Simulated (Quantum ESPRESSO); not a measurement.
# Dipole at the next field: Ti2NOF MXene, 1 layer

How the rows were computed: Quantum ESPRESSO 7.5, PBEsol, GBRV ultrasoft; sawtooth field along the normal with dipole correction, ions clamped, threshold 1e-9 Ry; cell area 7.809 Å².

```tsv
field (V/Å)	dipole (e Å a cell)
0	−0.06392
0.1	−0.04110
0.2	−0.01834
```

**Question.** What is the dipole at 0.3 V/Å, and what electrostatic thickness 4πα/A follows from the rows?

By hand: The slope is (−0.01834 − (−0.06392))/0.2 = 0.2279 e Å²/V, so 4πα/A = 180.95 × 0.2279/7.809 = 5.28 Å. Linear response gives p = −0.06392 + 0.2279 × (0.3) = 0.00445 e Å; a parabola through the three rows gives 0.00436.

**Check.** p = 0.00441 e Å. The line misses by 0.1 % of the induced dipole and the parabola by 0.1 %. The response is linear over this range.

Caveats: Electrons alone respond; local and semilocal functionals tend to overscreen.

[Logs are printed without paths, hosts, clocks, repeated set-up lines and the standing remarks that a program may print on its own settings, such as how far it seeks lower states.]
